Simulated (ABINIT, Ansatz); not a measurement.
# Calculated records

```xyz
6
Lattice="4.517 0.000 0.000 0.000 4.517 0.000 0.000 0.000 3.020" Properties=species:S:1:pos:R:3 pbc="T T T" subject="MgH2 (P4_2/mnm): one start, several treatments of the self-energy" method="RPA screening on PBE, plane waves, norm-conserving pseudopotentials (and 4 further levels or steps)" program="ABINIT 10.8.3" settings="cutoff 38 Ha, PseudoDojo scalar-relativistic 0.4.1 standard, norm-conserving, ngkpt (4, 4, 4), nband 173, ecuteps 6.5 Ha, gwcalctyp 2, nfreqre 16, nfreqim 8, inclvkb 2, freqremax 40 eV, spmeth 1, nomegasf 120, shiftk (0, 0, 0), symchi 1, awtr 1, frequency cd, 4×4×4 k-mesh" cost="9 runs, 12 min in all on 8 MPI ranks of Arm Neoverse V1, shared host" notes="The program’s warnings: Min real frequency set to default [Ha] = and nkpt*nsppol () is not a multiple of nproc spkpt (). The cell and positions come from the Crystallography Open Database and are kept as given unless a step says otherwise. Static COHSEX lies above G0W0: it lacks the factor Z and overstates the Coulomb hole of the filled states. The 4×4×4 mesh is coarse for this cell, which bears on the long-range parts of exchange and screening." g0w0_godby_needs_plasmon_pole="5.936 eV" g0w0_hybertsen_louie_plasmon_pole="6.098 eV" g0w0_engel_farid_plasmon_pole="5.954 eV" one_shot_cohsex="7.081 eV" one_shot_hartree_fock="11.583 eV" g0w0_contour_deformation="5.886 eV" known_limits="short of the basis limit; coarse k mesh"
Mg    0.000    0.000    0.000
Mg    2.258    2.258    1.510
H     1.382    1.382    0.000
H     0.876    3.641    1.510
H     3.135    3.135    0.000
H     3.641    0.876    1.510
```

[Long decimals in the printed logs are rounded to 6 places.]

[Logs are printed without paths, hosts, clocks, repeated set-up lines and the standing remarks that a program may print on its own settings, such as how far it seeks lower states.]

[Paths, hosts, dates, memory and timing lines, banners, echoed tables and standing remarks are left out of the program output; an Ansatz launch command may be rebuilt from the run's recorded settings. Measured values are a selection of at most five: reports struck by readers or far from the other reports are left out. None is set beside runs whose start may be inverted or whose files or cutoffs have a known fault.]

[Runs of the session that timed out or met a known fault of the program may be left out.]

[Hosts, paths, dates, database ids (printed as entryN), source tags and the programs' standing remarks are cut or masked in the printed files.]

[G0W0 gaps are taken among the corrected bands and points alone; a level outside them can change the order at an edge.]

[Where Ansatz stands beside ABINIT at settings called matched, ABINIT's density can come from a denser mesh and the files from another edition; pairs whose starting gaps differed by over 0.03 eV were left out, so agreement reads better than it is.]
